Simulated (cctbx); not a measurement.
## Accept or mend?

Cell a = 14.1920 Å, b = 3.5000 Å, c = 6.9740 Å, α = 90.00°, β = 115.22°, γ = 90.00°; space group C2/m (no. 12). The compound is Te3P4.

The data are simulated with cctbx, not measured: Mo Kα, λ = 0.71073 Å, to d = 0.77 Å, 95 % of the full sphere, strongest reflection 40000 counts, noise from counting, a 2 % proportional error and a noise floor of 2 counts (s.d.); no absorption.

An anisotropic refinement with weights 1/σ² prints:

```text
Rint 0.016, 420 unique reflections to 0.77 A
cycle     R1     wR2    GooF  max shift (A)
   1  0.2656  0.6039  33.525   0.00965
   3  0.0806  0.2536  14.076   0.00002
final R1 0.0806 wR2 0.2536 GooF 14.076  parameters 22  data/parameter 19.1
atom        x        y        z      Ueq    occ   su(xyz)  su(Uiso or U11)
Yb1    0.00000  0.00000  0.00000   0.0204  1.000  0.00000  0.0013
Te1    0.23566  0.50000  0.68357   0.0031  1.000  0.00025  0.0010
P1     0.14816  0.50000  0.97514   0.0028  1.000  0.00104  0.0030  NPD
P2     0.41158  0.50000  0.55336   0.0018  1.000  0.00103  0.0032  NPD
difference map: max 13.41 min -5.15 rms 1.23
Q1    0.2317  0.5000  0.6632    4   13.74  0.13 A from Te1
Q2    0.0956  0.0000  0.4380    4    4.87  0.14 A from P2
Q3    0.1472  0.5000  0.9325    4    4.86  0.29 A from P1
Q4    0.2062  0.0000  0.6578    4    2.62  1.69 A from P2
Q5    0.1139  0.5000  0.7386    4    2.56  1.51 A from P1
Q6    0.0000  0.0000  0.5000    2    2.14  1.45 A from P2
```

Q: Accept it or mend it, and why?

Mend it. The fault: wrong element: Yb1 is Te. Against the right model at the same level, R1 goes from 0.0071 to 0.0806 and GooF from 0.98 to 14.08, U of Te1 shrinks from 0.0117 to 0.0031 Å², U of Yb1 swells from 0.0107 to 0.0204 Å², the top difference peak, 13.7 e/Å³, lies on Te1 and P1 and P2 go non-positive-definite. Yb1 has 18 electrons too many and its U swells to shed them, as expected.

The compound is Te3P4. The right model at the same level gives:

```text
Rint 0.016, 420 unique reflections to 0.77 A
cycle     R1     wR2    GooF  max shift (A)
   1  0.0231  0.0618   3.432   0.00191
   2  0.0071  0.0176   0.978   0.00000
final R1 0.0071 wR2 0.0176 GooF 0.978  parameters 22  data/parameter 19.1
atom        x        y        z      Ueq    occ   su(xyz)  su(Uiso or U11)
Te1    0.00000  0.00000  0.00000   0.0107  1.000  0.00000  0.0001
Te2    0.23551  0.50000  0.68284   0.0117  1.000  0.00002  0.0001
P1     0.14858  0.50000  0.97441   0.0114  1.000  0.00008  0.0002
P2     0.41099  0.50000  0.55325   0.0102  1.000  0.00008  0.0002
difference map: max 0.34 min -0.29 rms 0.08
Q1    0.2223  0.5000  0.5189    4    0.34  1.08 A from Te2
Q2    0.0298  0.5000  0.6483    4    0.29  2.18 A from P1
Q3    0.0188  0.3367  0.1366    8    0.27  1.47 A from Te1
Q4    0.2185  0.0000  0.4007    4    0.26  1.04 A from Te2
Q5    0.0365  0.3271  0.5153    8    0.26  1.55 A from P2
Q6    0.2400  0.0000  0.9207    4    0.26  1.43 A from P1
```

The model was made for the exercise: a known structure type with other elements put in, its volume estimated, not relaxed; displacement parameters are assumed.

[Middle refinement cycles are left out of these outputs.]

[Logs are printed without paths, hosts, clocks, repeated set-up lines and the standing remarks that a program may print on its own settings, such as how far it seeks lower states.]
